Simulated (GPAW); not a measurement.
# O K-edge XANES of SnO2 (R-3m)

Aim: the near-edge shape at the O K edge of SnO2 (R-3m), and what the core hole does to it.

Method: X-ray absorption from dipole matrix elements to empty bands, plane-wave PAW LDA, in GPAW 26.7.0.

## Step 1: The starting structure

Symmetry: R-3m, No. 166, trigonal system. Conventional cell: a = 3.234 Å, b = 3.234 Å, c = 14.402 Å, α = 90.00°, β = 90.00°, γ = 120.00°. Nearest to Sn lie 6 O at 2.13 Å. O has 3 Sn at 2.13 Å nearest. Farther neighbours and most contacts between anions are not listed.

## Step 2: The field without a hole

The ground state comes first: it tells whether the system has a gap, which decides how the excited electron is treated.

scf.py reads:

```python
import numpy as np
from ase import Atoms
from ase.parallel import parprint, paropen
from gpaw import GPAW, PW, FermiDirac, Mixer, MixerDif, setup_paths
from gpaw.test import gen
setup_paths.insert(0, '.')
gen('O', name='nch1s', xcname='LDA', corehole=(1, 0, 0), write_xml=True)
from gpaw.mpi import world
world.barrier()

atoms = Atoms('SnO2',
    cell=[[1.61709308, 0.93362912, 4.80059258],
     [-1.61709308, 0.93362912, 4.80059258],
     [0, -1.86725824, 4.80059258]],
    scaled_positions=[[0.5, 0.5, 0.5],
     [0.76283, 0.76283, 0.76283],
     [0.23717, 0.23717, 0.23717]],
    pbc=True)
atoms.calc = calc = GPAW(legacy_gpaw=True, mode=PW(500), xc='LDA', setups={1: 'nch1s'},
    kpts={'size': (9, 9, 9), 'gamma': True}, occupations=FermiDirac(0.05),
    charge=0, mixer=Mixer(0.1, 5, 50), maxiter=150,
    convergence={'density': 0.0001}, txt='scf.txt')
energy = atoms.get_potential_energy() + calc.get_reference_energy()
ef = calc.get_fermi_level()
out = dict(energy=energy, fermi=ef, forces=atoms.get_forces().tolist())
parprint(f'all-electron energy {energy:.4f} eV, Fermi level {ef:.4f} eV')
ev = np.array([[calc.get_eigenvalues(k, s) for k in range(len(calc.get_ibz_k_points()))] for s in range(calc.get_number_of_spins())])
out['homo'], out['lumo'], out['counts'] = ev[ev < ef].max(), ev[ev > ef].min(), sorted(set((ev < ef).sum((0, 2)).tolist()))
out['filled'] = (ev[:, 0] < ef).sum(1).tolist()
import json
with paropen('out.json', 'w') as f:
    json.dump(out, f)
```

The run is started by

```
$ OMP_NUM_THREADS=1 mpirun -n 4 gpaw python scf.py
```

Numbers of over 12 decimals in the logs are rounded to 6 here.

The program printed:

```text
Input parameters:
  convergence: {density: 0.0001}
  kpts: {gamma: True,
         size: (9, 9, 9)}
  maxiter: 150
  mixer: {backend: pulay,
          beta: 0.1,
          method: separate,
          nmaxold: 5,
          weight: 50}
  mode: {ecut: 500.0,
         name: pw}
  occupations: {fixmagmom: False,
                name: fermi-dirac,
                width: 0.05}
  setups: {1: nch1s}

Initialize ...

[... PAW data sets ...]

Reference energy: -171921.402948  # eV

Spin-paired calculation

[... convergence settings ...]
Symmetries present (total): 2
  [... symmetry matrices ...]

729 k-points: 9 x 9 x 9 Monkhorst-Pack grid
205 k-points in the irreducible part of the Brillouin zone
       k-points in crystal coordinates                weights
   0:     0.00000000    0.00000000    0.00000000          1/729
   1:     0.00000000    0.00000000    0.11111111          2/729
   2:     0.00000000    0.00000000    0.22222222          2/729
   3:     0.00000000    0.00000000    0.33333333          2/729
   4:     0.00000000    0.00000000    0.44444444          2/729
   5:     0.11111111   -0.11111111    0.00000000          2/729
   6:     0.11111111   -0.11111111    0.11111111          4/729
   7:     0.11111111   -0.11111111    0.22222222          4/729
   8:     0.11111111   -0.11111111    0.33333333          4/729
   9:     0.11111111   -0.11111111    0.44444444          4/729
          ...
 204:     0.44444444    0.44444444    0.44444444          2/729

Wave functions: Plane wave expansion
  Cutoff energy: 500.000 eV
  Number of coefficients (min, max): 1085, 1116
  Pulay-stress correction: 0.000000 eV/Ang^3 (de/decut=0.000000)
  Using FFTW library
  Wavefunction extrapolation:
    Improved wavefunction reuse through dual PAW basis

Occupation numbers: Fermi-Dirac:
  width: 0.0500  # eV

Eigensolver
   Davidson(niter=2)

Densities:
  Coarse grid: 27*27*27 grid
  Fine grid: 54*54*54 grid
  Total Charge: 0.000000

Density mixing:
  Method: separate
  Backend: pulay
  Linear mixing parameter: 0.1
  old densities: 5
  Width of damping distribution: 1.1
  Damping of long wavelength oscillations: 50

[... Hamiltonian set-up ...]
Number of atoms: 3
Number of atomic orbitals: 17
Number of bands in calculation: 17
Number of valence electrons: 26
Bands to converge: occupied

... initialized

Initializing position-dependent things.

Density initialized from atomic densities
Creating initial wave functions:
  17 bands from LCAO basis set

       O

       Sn

       O

Atomic positions and initial magnetic moments

Positions:
   0 Sn     0.000000    0.000000    7.200889    ( 0.0000,  0.0000,  0.0000)
   1 O     -0.000000    0.000000   10.986108    ( 0.0000,  0.0000,  0.0000)
   2 O     -0.000000    0.000000    3.415670    ( 0.0000,  0.0000,  0.0000)

Unit cell:
           periodic     x           y           z      points  spacing
  1. axis:    yes    1.617093    0.933629    4.800593    27     0.1018
  2. axis:    yes   -1.617093    0.933629    4.800593    27     0.1018
  3. axis:    yes    0.000000   -1.867258    4.800593    27     0.1018

  Lengths:   5.150955   5.150955   5.150955
  Angles:   36.593718  36.593718  36.593718

Effective grid spacing dv^(1/3) = 0.1302

iter:   1   -22.852189
iter:   2   -21.584076   -0.71  -0.92
iter:   3   -20.428869   -0.62  -1.04
iter:   4   -20.401866   -1.87  -1.41
iter:   5   -20.355178   -2.46  -1.65
iter:   6   -20.354403   -3.31  -2.57
iter:   7   -20.354258c  -4.02  -2.64
iter:   8   -20.353573c  -4.16  -2.80
iter:   9   -20.353564c  -5.77  -3.45
iter:  10   -20.353576c  -5.18  -3.48
iter:  11   -20.353538c  -5.60  -3.46
iter:  12   -20.353538c  -7.26  -3.99
iter:  13   -20.353538c  -7.81c -4.13c

Converged after 13 iterations.

Dipole moment: (-0.000000, -0.000000, 0.000000) |e|*Ang

Energy contributions relative to reference atoms: (reference = -171921.402948)

Kinetic:        +17.495790
Potential:      -15.391316
External:        +0.000000
XC:             -22.207862
Entropy (-ST):   -0.000000
Local:           -0.250150
SIC:             +0.000000
--------------------------
Free energy:    -20.353538
Extrapolated:   -20.353538

Showing only first 2 kpts
 Kpt  Band  Eigenvalues  Occupancy
  0    11      2.00667    2.00000
  0    12      2.77114    2.00000
  0    13      4.65031    0.00000
  0    14      8.37476    0.00000

  1    11      2.13265    2.00000
  1    12      2.83817    2.00000
  1    13      5.39746    0.00000
  1    14      8.85758    0.00000

Fermi level: 3.89142

Gap: 1.760 eV
Transition (v -> c):
  (s=0, k=28, n=12, [0.22, -0.22, 0.00]) -> (s=0, k=0, n=13, [0.00, 0.00, 0.00])
Direct/indirect transitions are different
Direct gap: 1.879 eV
Transition at: (s=0, k=0, n=12, [0.00, 0.00, 0.00])

Forces in eV/Ang:
  0 Sn    0.00000    0.00000    0.00000
  1 O     0.00000    0.00000    0.79108
  2 O     0.00000   -0.00000   -0.79108
Scalar-relativistic atomic LDA calculation for O (Oxygen, Z=8)
Core hole in 1s state (1s occupation: 2.0)
300 radial gridpoints.
|------------------------------------------------|
|------------------------------------------------|
[... the atom generator's iteration count ...]

Energy contributions:
-------------------------
Kinetic:      +74.266897
XC:            -7.772280
Potential:   -141.018865
-------------------------
Total:        -74.524248

state      eigenvalue         ekin         rmax
-----------------------------------------------
1s^2.0 :   -18.772897    28.821965        0.130
2s^2.0 :    -0.872866     3.204810        0.874
2p^4.0 :    -0.337925     2.553337        0.813
-----------------------------------------------
(units: Bohr and Hartree)

Generating PAW setup
Kinetic energy of the core from tauc = 57.689706
Cutoffs:
rc(s)=1.300
rc(p)=1.130
rc(d)=1.170
rc(vbar)=1.300
rc(comp)=1.260
rc(nct)=1.300

Kinetic energy of the core states: 57.643930
Charge: 0.0
Core electrons: 2.0
Valence electrons: 6.0
Pseudo-core charge: 0.000776
Shape function alpha=6.299
Pseudo-electron charge 5.666261
state    eigenvalue         norm
--------------------------------
2s(2) :    -0.872866     1.079797
*s    :     0.127134
2p(4) :    -0.337925     0.876472
*p    :     0.662075
*d    :     0.000000
--------------------------------

Diagonalizing with gridspacing h=0.050

state   all-electron     PAW
-------------------------------
2s:      -0.872866    -0.873954
2p:      -0.337925    -0.341740
*d:                    0.050276
*f:                    0.077289
-------------------------------
all-electron energy -171941.7565 eV, Fermi level 3.8914 eV
```

The job ended after 35 s (4 MPI ranks of Arm Neoverse V2, shared host; peak memory 0.22 GiB; 2.3 min of CPU time).

The mesh shows a gap of 1.76 eV, so the hole is first treated in a charged cell, without the excited electron.

## Step 3: Spectrum without a core hole, O atom 2

Without a hole the spectrum is the empty density of states of the right symmetry on the absorber, weighted by matrix elements. It needs only the small cell and serves as the baseline. The data set with a hole of occupation 0 only carries the core orbital.

The absorber has 3 Sn at 2.13 Å (pyramidal, site symmetry 3m).

xas.py reads:

```python
import numpy as np
from ase import Atoms
from ase.parallel import parprint, paropen
from gpaw import GPAW, PW, FermiDirac, Mixer, MixerDif, setup_paths
from gpaw.test import gen
setup_paths.insert(0, '.')
gen('O', name='nch1s', xcname='LDA', corehole=(1, 0, 0), write_xml=True)
from gpaw.mpi import world
world.barrier()

atoms = Atoms('SnO2',
    cell=[[1.61709308, 0.93362912, 4.80059258],
     [-1.61709308, 0.93362912, 4.80059258],
     [0, -1.86725824, 4.80059258]],
    scaled_positions=[[0.5, 0.5, 0.5],
     [0.76283, 0.76283, 0.76283],
     [0.23717, 0.23717, 0.23717]],
    pbc=True)
atoms.calc = calc = GPAW(legacy_gpaw=True, mode=PW(500), xc='LDA', setups={1: 'nch1s'},
    kpts={'size': (9, 9, 9), 'gamma': True}, occupations=FermiDirac(0.02),
    charge=0, mixer=Mixer(0.1, 5, 50), maxiter=150,
    convergence={'density': 0.0001}, txt='scf.txt')
energy = atoms.get_potential_energy() + calc.get_reference_energy()
ef = calc.get_fermi_level()
out = dict(energy=energy, fermi=ef, forces=atoms.get_forces().tolist())
parprint(f'all-electron energy {energy:.4f} eV, Fermi level {ef:.4f} eV')
ev = np.array([[calc.get_eigenvalues(k, s) for k in range(len(calc.get_ibz_k_points()))] for s in range(calc.get_number_of_spins())])
out['homo'], out['lumo'], out['counts'] = ev[ev < ef].max(), ev[ev > ef].min(), sorted(set((ev < ef).sum((0, 2)).tolist()))
out['filled'] = (ev[:, 0] < ef).sum(1).tolist()

from ase.units import Ha
from gpaw.xas import dipole_matrix_elements
nb = int(calc.get_number_of_electrons() / 2) + 29
top = nb
nscf = calc.fixed_density(kpts={'size': (7, 7, 7), 'gamma': True},
    convergence={'eigenstates': 1.0}, txt='nscf.txt')
nscf.diagonalize_full_hamiltonian(nbands=nb)
cell = atoms.cell.array
ops = [cell.T @ U.T @ np.linalg.inv(cell.T) for U in nscf.wfs.kd.symmetry.op_scc]
filled = [13]  # bands filled in the ground state, by spin
E = np.arange(-25, 34, 0.1)
fwhm = np.interp(E, [4, 25], [0.9, 3.5])
Y, X, zero, highest = 0, 0, 1e9, 1e9
for spin in range(nscf.get_number_of_spins()):
    wfs = nscf.wfs
    A = dipole_matrix_elements(wfs.setups[1])
    eps = np.zeros((wfs.kd.nibzkpts, nb))
    d = np.zeros((3, A.shape[1], wfs.kd.nibzkpts, nb), complex)
    for kpt in wfs.kpt_u:
        if kpt.s == spin and 1 in kpt.P_ani:
            eps[kpt.k] = kpt.eps_n * Ha
            d[:, :, kpt.k] = (kpt.weight * wfs.nspins / 2) ** 0.5 * np.inner(A, kpt.P_ani[1])
    world.sum(eps)
    world.sum(d)
    T = np.einsum('amkn,bmkn->abkn', d, d.conj()).real
    T = sum(np.einsum('ai,ijkn,bj->abkn', R, T, R) for R in ops) / len(ops)
    empty = np.ones_like(eps, bool) & (np.arange(nb) >= filled[spin])
    zero, highest = min(zero, eps[empty].min()), min(highest, eps[:, top - 1].min())
    lines = [(eps, T, empty)] if spin == 0 else lines + [(eps, T, empty)]
for eps, T, empty in lines:
    f = np.einsum('aakn->akn', T).reshape(3, -1)
    x = eps.ravel() - zero
    w = np.interp(x, E, fwhm) / 2.35482
    g = np.exp(-0.5 * ((E[:, None] - x) / w) ** 2) / (w * (2 * np.pi) ** 0.5)
    Y = Y + (f * empty.ravel()) @ g.T
    X = X + (f * ~empty.ravel()) @ g.T
out.update(E=E.round(2).tolist(), xas=Y.tolist(), xes=X.tolist(), zero=zero, valid=highest - zero, nk=len(eps), nb=nb)
for i in range(0, len(E), 10):
    parprint(f'{E[i]:7.2f}', *(f'{v:10.3e}' for v in Y[:, i]))
import json
with paropen('out.json', 'w') as f:
    json.dump(out, f)
```

The run is started by

```
$ OMP_NUM_THREADS=1 mpirun -n 4 gpaw python xas.py
```

The program printed:

```text
Input parameters:
  convergence: {density: 0.0001}
  kpts: {gamma: True,
         size: (9, 9, 9)}
  maxiter: 150
  mixer: {backend: pulay,
          beta: 0.1,
          method: separate,
          nmaxold: 5,
          weight: 50}
  mode: {ecut: 500.0,
         name: pw}
  occupations: {fixmagmom: False,
                name: fermi-dirac,
                width: 0.02}
  setups: {1: nch1s}

Initialize ...

[...]
*p    :     0.662075
*d    :     0.000000
--------------------------------

Diagonalizing with gridspacing h=0.050

state   all-electron     PAW
-------------------------------
2s:      -0.872866    -0.873954
2p:      -0.337925    -0.341740
*d:                    0.050276
*f:                    0.077289
-------------------------------
all-electron energy -171941.7565 eV, Fermi level 3.5915 eV
[...]
32.00  5.897e-05  5.897e-05  7.954e-05
  33.00  6.319e-05  6.319e-05  7.708e-05
[key lines of the parts left out:]
Converged after 13 iterations.
Dipole moment: (-0.000000, -0.000000, 0.000000) |e|*Ang
Free energy:    -20.353538
Fermi level: 3.59154
```

Elapsed: 2.1 min, on 4 MPI ranks; peak memory 0.41 GiB.

The O K spectrum, O atom 2, no core hole (energy from the lowest empty level; intensity scaled to a mean of 1 over the first 20 eV; polarised curves are means over the symmetry-equivalent atoms):

```tsv
E (eV)	isotropic	ε ⊥ c	ε ∥ c
-2.0	0.00	0.00	0.00
-1.4	0.00	0.00	0.00
-0.8	0.00	0.00	0.00
-0.2	0.01	0.00	0.04
0.4	0.06	0.02	0.13
1.0	0.27	0.18	0.45
1.6	0.47	0.32	0.76
2.2	0.85	0.87	0.81
2.8	1.91	2.37	1.00
3.4	2.88	3.99	0.67
4.0	1.69	2.33	0.41
4.6	0.53	0.55	0.47
5.2	0.55	0.49	0.68
5.8	0.70	0.65	0.80
6.4	0.80	0.88	0.65
7.0	1.45	1.81	0.72
7.6	2.06	2.58	1.01
8.2	1.99	2.47	1.02
8.8	1.98	2.37	1.20
9.4	2.45	2.68	2.00
10.0	2.62	2.48	2.89
10.6	2.07	1.64	2.94
11.2	1.27	0.85	2.10
11.8	0.67	0.41	1.19
12.4	0.37	0.23	0.64
13.0	0.25	0.16	0.41
13.6	0.22	0.16	0.35
14.2	0.26	0.19	0.41
14.8	0.35	0.26	0.53
15.4	0.45	0.35	0.66
16.0	0.54	0.41	0.79
16.6	0.59	0.44	0.89
17.2	0.61	0.45	0.94
17.8	0.60	0.44	0.92
18.4	0.57	0.44	0.84
19.0	0.53	0.45	0.71
19.6	0.50	0.47	0.57
20.2	0.50	0.51	0.46
20.8	0.51	0.56	0.40
21.4	0.54	0.62	0.39
22.0	0.58	0.67	0.40
22.6	0.63	0.73	0.42
23.2	0.68	0.79	0.46
23.8	0.74	0.86	0.50
24.4	0.82	0.95	0.56
25.0	0.92	1.06	0.63
25.6	1.02	1.17	0.70
26.2	1.10	1.26	0.77
26.8	1.14	1.30	0.82
27.4	1.14	1.28	0.87
28.0	1.10	1.21	0.90
28.6	1.04	1.10	0.91
29.2	0.96	0.97	0.93
29.8	0.88	0.85	0.94
30.4	0.82	0.75	0.94
31.0	0.78	0.70	0.94
31.6	0.76	0.67	0.93
```

Main maxima below 24 eV (height): 3.4 eV (2.88), 7.8 eV (2.10), 9.8 eV (2.64) and 17.3 eV (0.61). A K edge sees empty p states on the absorber.

The same matrix elements for filled bands give the O K emission of O atom 2 (ground-state approximation; energy from the lowest empty level, largest value 1):

```tsv
E (eV)	emission
-24.00	0.00
-23.25	0.00
-22.50	0.00
-21.75	0.01
-21.00	0.00
-20.25	0.00
-19.50	0.00
-18.75	0.00
-18.00	0.00
-17.25	0.00
-16.50	0.00
-15.75	0.00
-15.00	0.00
-14.25	0.00
-13.50	0.00
-12.75	0.00
-12.00	0.00
-11.25	0.00
-10.50	0.00
-9.75	0.00
-9.00	0.01
-8.25	0.10
-7.50	0.08
-6.75	0.06
-6.00	0.22
-5.25	0.34
-4.50	0.35
-3.75	0.39
-3.00	0.60
-2.25	0.99
-1.50	0.34
-0.75	0.01
0.00	0.00
0.75	0.00
1.50	0.00
2.25	0.00
3.00	0.00
```

Emission maxima: -2.2 eV (1.00).

## Step 4: Reference energy of the supercell

The photon energy needs a difference of total energies, so the cell and mesh of the coming hole run are first run without a hole.

scf.py: that of step 2 with these lines changed.

```diff
@@ -10,12 +10,30 @@
 
-atoms = Atoms('SnO2',
-    cell=[[1.61709308, 0.93362912, 4.80059258],
-     [-1.61709308, 0.93362912, 4.80059258],
-     [0, -1.86725824, 4.80059258]],
+atoms = Atoms('Sn7O14',
+    cell=[[4.85127923, -0.93362912, -4.80059258],
+     [-3.23418615, -3.73451649, -4.80059258],
+     [-1.61709308, 4.66814561, -4.80059258]],
     scaled_positions=[[0.5, 0.5, 0.5],
+     [0.64285714, 0.07142857, 0.78571429],
+     [0.07142857, 0.78571429, 0.64285714],
+     [0.78571429, 0.64285714, 0.07142857],
+     [0.21428571, 0.35714286, 0.92857143],
+     [0.92857143, 0.21428571, 0.35714286],
+     [0.35714286, 0.92857143, 0.21428571],
+     [0.23717, 0.23717, 0.23717],
+     [0.38002714, 0.80859857, 0.52288429],
+     [0.80859857, 0.52288429, 0.38002714],
+     [0.52288429, 0.38002714, 0.80859857],
+     [0.95145571, 0.09431286, 0.66574143],
+     [0.66574143, 0.95145571, 0.09431286],
+     [0.09431286, 0.66574143, 0.95145571],
      [0.76283, 0.76283, 0.76283],
-     [0.23717, 0.23717, 0.23717]],
+     [0.90568714, 0.33425857, 0.04854429],
+     [0.33425857, 0.04854429, 0.90568714],
+     [0.04854429, 0.90568714, 0.33425857],
+     [0.47711571, 0.61997286, 0.19140143],
+     [0.19140143, 0.47711571, 0.61997286],
+     [0.61997286, 0.19140143, 0.47711571]],
     pbc=True)
-atoms.calc = calc = GPAW(legacy_gpaw=True, mode=PW(500), xc='LDA', setups={1: 'nch1s'},
-    kpts={'size': (9, 9, 9), 'gamma': True}, occupations=FermiDirac(0.05),
+atoms.calc = calc = GPAW(legacy_gpaw=True, mode=PW(500), xc='LDA', setups={7: 'nch1s'},
+    kpts={'size': (3, 3, 3), 'gamma': True}, occupations=FermiDirac(0.02),
     charge=0, mixer=Mixer(0.1, 5, 50), maxiter=150,
```

The run is started by

```
$ OMP_NUM_THREADS=1 mpirun -n 4 gpaw python scf.py
```

The program printed:

```text
Input parameters:
  convergence: {density: 0.0001}
  kpts: {gamma: True,
         size: (3, 3, 3)}
  maxiter: 150
  mixer: {backend: pulay,
          beta: 0.1,
          method: separate,
          nmaxold: 5,
          weight: 50}
  mode: {ecut: 500.0,
         name: pw}
  occupations: {fixmagmom: False,
                name: fermi-dirac,
                width: 0.02}
  setups: {7: nch1s}

Initialize ...

[...]
2s(2) :    -0.872866     1.079797
*s    :     0.127134
2p(4) :    -0.337925     0.876472
*p    :     0.662075
*d    :     0.000000
--------------------------------

Diagonalizing with gridspacing h=0.050

state   all-electron     PAW
-------------------------------
2s:      -0.872866    -0.873954
2p:      -0.337925    -0.341740
*d:                    0.050276
*f:                    0.077289
-------------------------------
all-electron energy -1203592.3031 eV, Fermi level 3.4323 eV
[key lines of the parts left out:]
Converged after 16 iterations.
Dipole moment: (0.000000, 0.000000, 0.000000) |e|*Ang
Free energy:   -142.482497
Fermi level: 3.43226
```

Run time: 1.8 min. Hardware: 4 MPI ranks; peak memory 0.42 GiB.

Reference energy: -1203592.303 eV with the cores included.

(Continued in part 2 of 3.)

[Banner, clock and machine lines of the logs are left out without a mark of their own.]

[Logs are printed without paths, hosts, clocks, repeated set-up lines and the standing remarks that a program may print on its own settings, such as how far it seeks lower states.]

[Hosts, paths, dates, database ids (printed as entryN), source tags and the programs' standing remarks are cut or masked in the printed files.]

[Lists of maxima count a maximum above −3 eV only where it reaches 4 % of the highest in the window and stands out from its surroundings by 2 % of it (1.5 % where it reaches 55 %); shoulders and weaker maxima are passed over, and of the rest the first, up to two pre-edge ones and the few strongest are named.]
